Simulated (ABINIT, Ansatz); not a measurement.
# Ba2C (Fm-3m): zone-centre phonons, part 2 of 3

Aim: the zone-centre modes of Ba2C (Fm-3m).

ABINIT 10.8.3; DFT PBEsol, scalar-relativistic, plane waves, PseudoDojo norm-conserving pseudopotentials.

So far. Step 2 (Relaxation): The volume changes by +2.5 % from the cell with which this run began. Step 4 (Linear response at Γ): The acoustic modes at Γ come out as far as 4.2 cm⁻¹ from zero, where they should vanish, a small numerical error. The relaxed cell has a = 6.934 Å (conventional setting).

The structure was built from a prototype and need not be the compound's stable phase.

**5. Modes with the sum rule**

anaddb reads the merged derivatives and imposes the acoustic sum rule.

Contents of anaddb.abi:

```
ddb_filepath "gamma_DDB"
output_file "anaddb.abo"
outdata_prefix "anaddb"
asr 1
chneut 1
enunit 2
eivec 1
nph1l 1
qph1l 0.0 0.0 0.0 1.0
```

Contents of mrgddb.in:

```
gamma_DDB
merged
2
dfpt_gammao_DDB
gso_DDB
```

Run with:

```console
> mrgddb < mrgddb.in > mrgddb.log
> OMP_NUM_THREADS=1 anaddb anaddb.abi > anaddb.log
```

anaddb.abo, the main output file:

```text
-outvars_anaddb: echo values of input variables ----------------------

 Miscellaneous information :
      enunit         2
       eivec         1
         asr         1
 First list of wavevector (reduced coord.) :
       nph1l         1
       qph1l
                     0.00000000E+00  0.00000000E+00  0.00000000E+00    1.000E+00

================================================================================

 read the DDB information and perform some checks

  ==== Info on the Cryst% object ====
 Real(R)+Recip(G) space primitive vectors, cartesian coordinates (Bohr,Bohr^-1):
 R(1)= -6.5518331  0.0000000  6.5518331  G(1)= -0.0763145 -0.0763145  0.0763145
 R(2)=  0.0000000  6.5518331  6.5518331  G(2)=  0.0763145  0.0763145  0.0763145
 R(3)= -6.5518331  6.5518331  0.0000000  G(3)= -0.0763145  0.0763145 -0.0763145
 Unit cell volume ucvol=  5.6249474E+02 bohr^3
 Angles (23,13,12)=  6.00000000E+01  6.00000000E+01  6.00000000E+01 degrees
 Time-reversal symmetry is present
 Reduced atomic positions [iatom, xred, symbol]:
    1)    0.7500000  0.7500000  0.7500000  Ba
    2)    0.2500000  0.2500000  0.2500000  Ba
    3)    0.0000000  0.0000000  0.0000000   C

 DDB file with 3 blocks has been read.

================================================================================

 Treat the first list of vectors

  Phonon wavevector (reduced coordinates) :  0.00000  0.00000  0.00000
 Phonon energies in Hartree :
   0.000000E+00  0.000000E+00  0.000000E+00  3.246692E-04  3.246692E-04
   3.246692E-04  1.033828E-03  1.033828E-03  1.033828E-03
 Phonon energies in meV     :
-  0.000000E+00  0.000000E+00  0.000000E+00  8.834699E+00  8.834699E+00
-  8.834699E+00  2.813189E+01  2.813189E+01  2.813189E+01
 Phonon frequencies in cm-1    :
-  0.000000E+00  0.000000E+00  0.000000E+00  7.125665E+01  7.125665E+01
-  7.125665E+01  2.268990E+02  2.268990E+02  2.268990E+02
 Phonon frequencies in Thz     :
-  0.000000E+00  0.000000E+00  0.000000E+00  2.136221E+00  2.136221E+00
-  2.136221E+00  6.802261E+00  6.802261E+00  6.802261E+00
 Phonon energies in Kelvin  :
-  0.000000E+00  0.000000E+00  0.000000E+00  1.025224E+02  1.025224E+02
-  1.025224E+02  3.264570E+02  3.264570E+02  3.264570E+02

 Eigendisplacements
 (will be given, for each mode : in cartesian coordinates
   for each atom the real part of the displacement vector,
   then the imaginary part of the displacement vector - absolute values smaller than 1.0d-7 are set to zero)
  Mode number    1   Energy    0.000000E+00
 Attention : low frequency mode.
   (Could be unstable or acoustic mode)
-  1  0.00000000E+00  0.00000000E+00  1.38334925E-03
-     0.00000000E+00  0.00000000E+00  0.00000000E+00
-  2  0.00000000E+00  0.00000000E+00  1.38334925E-03
-     0.00000000E+00  0.00000000E+00  0.00000000E+00
-  3  0.00000000E+00  0.00000000E+00  1.38340823E-03
-     0.00000000E+00  0.00000000E+00  0.00000000E+00
  Mode number    2   Energy    0.000000E+00
 Attention : low frequency mode.
   (Could be unstable or acoustic mode)
-  1  0.00000000E+00  1.38334925E-03  0.00000000E+00
-     0.00000000E+00  0.00000000E+00  0.00000000E+00
-  2  0.00000000E+00  1.38334925E-03  0.00000000E+00
-     0.00000000E+00  0.00000000E+00  0.00000000E+00
-  3  0.00000000E+00  1.38340823E-03  0.00000000E+00
-     0.00000000E+00  0.00000000E+00  0.00000000E+00
  Mode number    3   Energy    0.000000E+00
 Attention : low frequency mode.
   (Could be unstable or acoustic mode)
-  1  1.38334925E-03  0.00000000E+00  0.00000000E+00
-     0.00000000E+00  0.00000000E+00  0.00000000E+00
-  2  1.38334925E-03  0.00000000E+00  0.00000000E+00
-     0.00000000E+00  0.00000000E+00  0.00000000E+00
-  3  1.38340823E-03  0.00000000E+00  0.00000000E+00
-     0.00000000E+00  0.00000000E+00  0.00000000E+00
  Mode number    4   Energy    3.246692E-04
-  1  0.00000000E+00  0.00000000E+00  1.41327600E-03
-     0.00000000E+00  0.00000000E+00  0.00000000E+00
-  2  0.00000000E+00  0.00000000E+00 -1.41327600E-03
-     0.00000000E+00  0.00000000E+00  0.00000000E+00
-  3  0.00000000E+00  0.00000000E+00  0.00000000E+00
-     0.00000000E+00  0.00000000E+00  0.00000000E+00
  Mode number    5   Energy    3.246692E-04
-  1  0.00000000E+00 -1.41327600E-03  0.00000000E+00
-     0.00000000E+00  0.00000000E+00  0.00000000E+00
-  2  0.00000000E+00  1.41327600E-03  0.00000000E+00
-     0.00000000E+00  0.00000000E+00  0.00000000E+00
-  3  0.00000000E+00  0.00000000E+00  0.00000000E+00
-     0.00000000E+00  0.00000000E+00  0.00000000E+00
  Mode number    6   Energy    3.246692E-04
-  1  1.41327600E-03  0.00000000E+00  0.00000000E+00
-     0.00000000E+00  0.00000000E+00  0.00000000E+00
-  2 -1.41327600E-03  0.00000000E+00  0.00000000E+00
-     0.00000000E+00  0.00000000E+00  0.00000000E+00
-  3  0.00000000E+00  0.00000000E+00  0.00000000E+00
-     0.00000000E+00  0.00000000E+00  0.00000000E+00
  Mode number    7   Energy    1.033828E-03
-  1  0.00000000E+00  0.00000000E+00 -2.89299027E-04
-     0.00000000E+00  0.00000000E+00  0.00000000E+00
-  2  0.00000000E+00  0.00000000E+00 -2.89299027E-04
-     0.00000000E+00  0.00000000E+00  0.00000000E+00
-  3  0.00000000E+00  0.00000000E+00  6.61508179E-03
-     0.00000000E+00  0.00000000E+00  0.00000000E+00
  Mode number    8   Energy    1.033828E-03
-  1  0.00000000E+00  2.89299027E-04  0.00000000E+00
-     0.00000000E+00  0.00000000E+00  0.00000000E+00
-  2  0.00000000E+00  2.89299027E-04  0.00000000E+00
-     0.00000000E+00  0.00000000E+00  0.00000000E+00
-  3 -3.74946501E-07 -6.61508178E-03  0.00000000E+00
-     0.00000000E+00  0.00000000E+00  0.00000000E+00
  Mode number    9   Energy    1.033828E-03
-  1  2.89299027E-04  0.00000000E+00  0.00000000E+00
-     0.00000000E+00  0.00000000E+00  0.00000000E+00
-  2  2.89299027E-04  0.00000000E+00  0.00000000E+00
-     0.00000000E+00  0.00000000E+00  0.00000000E+00
-  3 -6.61508178E-03  3.74946853E-07  0.00000000E+00
-     0.00000000E+00  0.00000000E+00  0.00000000E+00

 Analysis of degeneracies and characters (maximum tolerance=1.00E-06 a.u.)
 For each vibration mode, or group of modes if degenerate,
 the characters are given for each symmetry operation (see the list in the log file).
 Symmetry characters of vibration mode #   1
       degenerate with vibration modes #   2 to    3
  3.0 -3.0 -1.0  1.0 -1.0  1.0 -1.0  1.0  1.0 -1.0 -1.0  1.0  1.0 -1.0 -1.0  1.0
 -0.0  0.0  0.0 -0.0  0.0 -0.0 -0.0  0.0  1.0 -1.0 -1.0  1.0 -1.0  1.0  1.0 -1.0
 -0.0  0.0 -0.0  0.0  0.0 -0.0  0.0 -0.0  1.0 -1.0  1.0 -1.0 -1.0  1.0 -1.0  1.0
 Symmetry characters of vibration mode #   4
       degenerate with vibration modes #   5 to    6
  3.0  3.0 -1.0 -1.0 -1.0 -1.0 -1.0 -1.0  1.0  1.0 -1.0 -1.0  1.0  1.0 -1.0 -1.0
  0.0  0.0 -0.0 -0.0 -0.0 -0.0 -0.0 -0.0  1.0  1.0 -1.0 -1.0 -1.0 -1.0  1.0  1.0
  0.0  0.0 -0.0 -0.0 -0.0 -0.0 -0.0 -0.0  1.0  1.0  1.0  1.0 -1.0 -1.0 -1.0 -1.0
 Symmetry characters of vibration mode #   7
       degenerate with vibration modes #   8 to    9
  3.0 -3.0 -1.0  1.0 -1.0  1.0 -1.0  1.0  1.0 -1.0 -1.0  1.0  1.0 -1.0 -1.0  1.0
 -0.0  0.0 -0.0  0.0  0.0 -0.0  0.0 -0.0  1.0 -1.0 -1.0  1.0 -1.0  1.0  1.0 -1.0
  0.0 -0.0 -0.0  0.0  0.0 -0.0 -0.0  0.0  1.0 -1.0  1.0 -1.0 -1.0  1.0 -1.0  1.0
-
```

Run time: 0.49 s. Hardware: 1 thread of Arm Neoverse V1, shared host.

Read from the output:

* highest optical zone-centre mode (no LO-TO term): 226.9 cm⁻¹
* lowest optical zone-centre mode: 71.26 cm⁻¹

No LO-TO term; unit eigenvectors of the mass-weighted matrix, from anaddb's displacements. The modes at Γ (shares of kinetic energy by element, %):

```tsv
mode	frequency (cm⁻¹)	symmetry	Ba %	C %
1	0.0	acoustic	96	4
2	0.0	acoustic	96	4
3	0.0	acoustic	96	4
4	71.3	T2g	100	0
5	71.3	T2g	100	0
6	71.3	T2g	100	0
7	226.9	T1u	4	96
8	226.9	T1u	4	96
9	226.9	T1u	4	96
```

Displacements in mode 6 (71.3 cm⁻¹), the largest set to 1:
```
Ba1  1.00  0.00  0.00
Ba2 -1.00  0.00  0.00
C3   0.00  0.00  0.00
```

Displacements in mode 9 (226.9 cm⁻¹), the largest set to 1:
```
Ba1  0.04  0.00  0.00
Ba2  0.04  0.00  0.00
C3  -1.00  0.00  0.00
```

The rule also moves an optical mode by 0.5 cm⁻¹.

**6. Sum rules set otherwise (asr 0)**

Without the rule the raw error of the acoustic modes shows.

Edit anaddb.abi of step 5 so:

```diff
@@ -3,4 +3,4 @@
 outdata_prefix "anaddb"
-asr 1
-chneut 1
+asr 0
+chneut 0
 enunit 2
```

mrgddb.in is that of step 5.

anaddb.abo, the main output file:

```text
-outvars_anaddb: echo values of input variables ----------------------

 Miscellaneous information :
      enunit         2
       eivec         1
      chneut         0
 First list of wavevector (reduced coord.) :
       nph1l         1
       qph1l
                     0.00000000E+00  0.00000000E+00  0.00000000E+00    1.000E+00

================================================================================

 read the DDB information and perform some checks

  ==== Info on the Cryst% object ====
 Real(R)+Recip(G) space primitive vectors, cartesian coordinates (Bohr,Bohr^-1):
 R(1)= -6.5518331  0.0000000  6.5518331  G(1)= -0.0763145 -0.0763145  0.0763145
 R(2)=  0.0000000  6.5518331  6.5518331  G(2)=  0.0763145  0.0763145  0.0763145
 R(3)= -6.5518331  6.5518331  0.0000000  G(3)= -0.0763145  0.0763145 -0.0763145
 Unit cell volume ucvol=  5.6249474E+02 bohr^3
 Angles (23,13,12)=  6.00000000E+01  6.00000000E+01  6.00000000E+01 degrees
 Time-reversal symmetry is present
 Reduced atomic positions [iatom, xred, symbol]:
    1)    0.7500000  0.7500000  0.7500000  Ba
    2)    0.2500000  0.2500000  0.2500000  Ba
    3)    0.0000000  0.0000000  0.0000000   C

 DDB file with 3 blocks has been read.

================================================================================

 Treat the first list of vectors

  Phonon wavevector (reduced coordinates) :  0.00000  0.00000  0.00000
 Phonon energies in Hartree :
  -1.912556E-05 -1.912556E-05 -1.912556E-05  3.244134E-04  3.244134E-04
   3.244134E-04  1.031546E-03  1.031546E-03  1.031546E-03
 Phonon energies in meV     :
- -5.204331E-01 -5.204331E-01 -5.204330E-01  8.827739E+00  8.827739E+00
-  8.827739E+00  2.806979E+01  2.806979E+01  2.806979E+01
 Phonon frequencies in cm-1    :
- -4.197576E+00 -4.197576E+00 -4.197576E+00  7.120052E+01  7.120052E+01
-  7.120052E+01  2.263981E+02  2.263981E+02  2.263981E+02
 Phonon frequencies in Thz     :
- -1.258402E-01 -1.258402E-01 -1.258402E-01  2.134538E+00  2.134538E+00
-  2.134538E+00  6.787245E+00  6.787245E+00  6.787245E+00
 Phonon energies in Kelvin  :
- -6.039375E+00 -6.039375E+00 -6.039375E+00  1.024417E+02  1.024417E+02
-  1.024417E+02  3.257364E+02  3.257364E+02  3.257364E+02

 Eigendisplacements
 (will be given, for each mode : in cartesian coordinates
   for each atom the real part of the displacement vector,
   then the imaginary part of the displacement vector - absolute values smaller than 1.0d-7 are set to zero)
  Mode number    1   Energy   -1.912556E-05
 Attention : low frequency mode.
   (Could be unstable or acoustic mode)
-  1  0.00000000E+00  0.00000000E+00 -1.38309018E-03
-     0.00000000E+00  0.00000000E+00  0.00000000E+00
-  2  0.00000000E+00  0.00000000E+00 -1.38309018E-03
-     0.00000000E+00  0.00000000E+00  0.00000000E+00
-  3  0.00000000E+00  0.00000000E+00 -1.38931886E-03
-     0.00000000E+00  0.00000000E+00  0.00000000E+00
  Mode number    2   Energy   -1.912556E-05
 Attention : low frequency mode.
   (Could be unstable or acoustic mode)
-  1  0.00000000E+00 -1.38309018E-03  0.00000000E+00
-     0.00000000E+00  0.00000000E+00  0.00000000E+00
-  2  0.00000000E+00 -1.38309018E-03  0.00000000E+00
-     0.00000000E+00  0.00000000E+00  0.00000000E+00
-  3  0.00000000E+00 -1.38931886E-03  0.00000000E+00
-     0.00000000E+00  0.00000000E+00  0.00000000E+00
  Mode number    3   Energy   -1.912556E-05
 Attention : low frequency mode.
   (Could be unstable or acoustic mode)
-  1  1.38309018E-03  0.00000000E+00  0.00000000E+00
-     0.00000000E+00  0.00000000E+00  0.00000000E+00
-  2  1.38309018E-03  0.00000000E+00  0.00000000E+00
-     0.00000000E+00  0.00000000E+00  0.00000000E+00
-  3  1.38931886E-03  0.00000000E+00  0.00000000E+00
-     0.00000000E+00  0.00000000E+00  0.00000000E+00
  Mode number    4   Energy    3.244134E-04
-  1  0.00000000E+00  0.00000000E+00 -1.41327600E-03
-     0.00000000E+00  0.00000000E+00  0.00000000E+00
-  2  0.00000000E+00  0.00000000E+00  1.41327600E-03
-     0.00000000E+00  0.00000000E+00  0.00000000E+00
-  3  0.00000000E+00  0.00000000E+00  0.00000000E+00
-     0.00000000E+00  0.00000000E+00  0.00000000E+00
  Mode number    5   Energy    3.244134E-04
-  1  0.00000000E+00 -1.41327600E-03  0.00000000E+00
-     0.00000000E+00  0.00000000E+00  0.00000000E+00
-  2  0.00000000E+00  1.41327600E-03  0.00000000E+00
-     0.00000000E+00  0.00000000E+00  0.00000000E+00
-  3  0.00000000E+00  0.00000000E+00  0.00000000E+00
-     0.00000000E+00  0.00000000E+00  0.00000000E+00
  Mode number    6   Energy    3.244134E-04
-  1  1.41327600E-03  0.00000000E+00  0.00000000E+00
-     0.00000000E+00  0.00000000E+00  0.00000000E+00
-  2 -1.41327600E-03  0.00000000E+00  0.00000000E+00
-     0.00000000E+00  0.00000000E+00  0.00000000E+00
-  3  0.00000000E+00  0.00000000E+00  0.00000000E+00
-     0.00000000E+00  0.00000000E+00  0.00000000E+00
  Mode number    7   Energy    1.031546E-03
-  1  0.00000000E+00  0.00000000E+00 -2.90535057E-04
-     0.00000000E+00  0.00000000E+00  0.00000000E+00
-  2  0.00000000E+00  0.00000000E+00 -2.90535057E-04
-     0.00000000E+00  0.00000000E+00  0.00000000E+00
-  3  0.00000000E+00  1.18827858E-06  6.61384284E-03
-     0.00000000E+00  0.00000000E+00  0.00000000E+00
  Mode number    8   Energy    1.031546E-03
-  1  0.00000000E+00  2.90535054E-04  0.00000000E+00
-     0.00000000E+00  0.00000000E+00  0.00000000E+00
-  2  0.00000000E+00  2.90535054E-04  0.00000000E+00
-     0.00000000E+00  0.00000000E+00  0.00000000E+00
-  3 -8.82756605E-07 -6.61384278E-03  1.18826993E-06
-     0.00000000E+00  0.00000000E+00  0.00000000E+00
  Mode number    9   Energy    1.031546E-03
-  1  2.90535059E-04  0.00000000E+00  0.00000000E+00
-     0.00000000E+00  0.00000000E+00  0.00000000E+00
-  2  2.90535059E-04  0.00000000E+00  0.00000000E+00
-     0.00000000E+00  0.00000000E+00  0.00000000E+00
-  3 -6.61384289E-03  8.82744958E-07  0.00000000E+00
-     0.00000000E+00  0.00000000E+00  0.00000000E+00

 Analysis of degeneracies and characters (maximum tolerance=1.00E-06 a.u.)
 For each vibration mode, or group of modes if degenerate,
 the characters are given for each symmetry operation (see the list in the log file).
 Symmetry characters of vibration mode #   1
       degenerate with vibration modes #   2 to    3
  3.0 -3.0 -1.0  1.0 -1.0  1.0 -1.0  1.0  1.0 -1.0 -1.0  1.0  1.0 -1.0 -1.0  1.0
 -0.0  0.0  0.0 -0.0 -0.0  0.0  0.0 -0.0  1.0 -1.0 -1.0  1.0 -1.0  1.0  1.0 -1.0
 -0.0  0.0  0.0 -0.0  0.0 -0.0  0.0 -0.0  1.0 -1.0  1.0 -1.0 -1.0  1.0 -1.0  1.0
 Symmetry characters of vibration mode #   4
       degenerate with vibration modes #   5 to    6
  3.0  3.0 -1.0 -1.0 -1.0 -1.0 -1.0 -1.0  1.0  1.0 -1.0 -1.0  1.0  1.0 -1.0 -1.0
 -0.0 -0.0 -0.0 -0.0 -0.0 -0.0  0.0  0.0  1.0  1.0 -1.0 -1.0 -1.0 -1.0  1.0  1.0
  0.0  0.0 -0.0 -0.0  0.0  0.0 -0.0 -0.0  1.0  1.0  1.0  1.0 -1.0 -1.0 -1.0 -1.0
 Symmetry characters of vibration mode #   7
       degenerate with vibration modes #   8 to    9
  3.0 -3.0 -1.0  1.0 -1.0  1.0 -1.0  1.0  1.0 -1.0 -1.0  1.0  1.0 -1.0 -1.0  1.0
  0.0 -0.0  0.0 -0.0 -0.0  0.0 -0.0  0.0  1.0 -1.0 -1.0  1.0 -1.0  1.0  1.0 -1.0
 -0.0  0.0  0.0 -0.0  0.0 -0.0  0.0 -0.0  1.0 -1.0  1.0 -1.0 -1.0  1.0 -1.0  1.0
-
```

Run time: 0.5 s. Hardware: 1 thread.

Read from the output:

| Item | Value |
| --- | --- |
| highest optical zone-centre mode (no LO-TO term) | 226.4 cm⁻¹ |
| lowest optical zone-centre mode | 71.2 cm⁻¹ |

Zone-centre frequencies as printed; negative means imaginary. Modes:

```tsv
mode	frequency (cm⁻¹)
1	-4.2
2	-4.2
3	-4.2
4	71.2
5	71.2
6	71.2
7	226.4
8	226.4
9	226.4
```

(Continued in part 3 of 3.)

[Host names and launcher messages were left out of these logs when they were recorded.]

[Logs are printed without paths, hosts, clocks, repeated set-up lines and the standing remarks that a program may print on its own settings, such as how far it seeks lower states.]

[Hosts, paths, dates, database ids (printed as entryN), source tags and the programs' standing remarks are cut or masked in the printed files.]
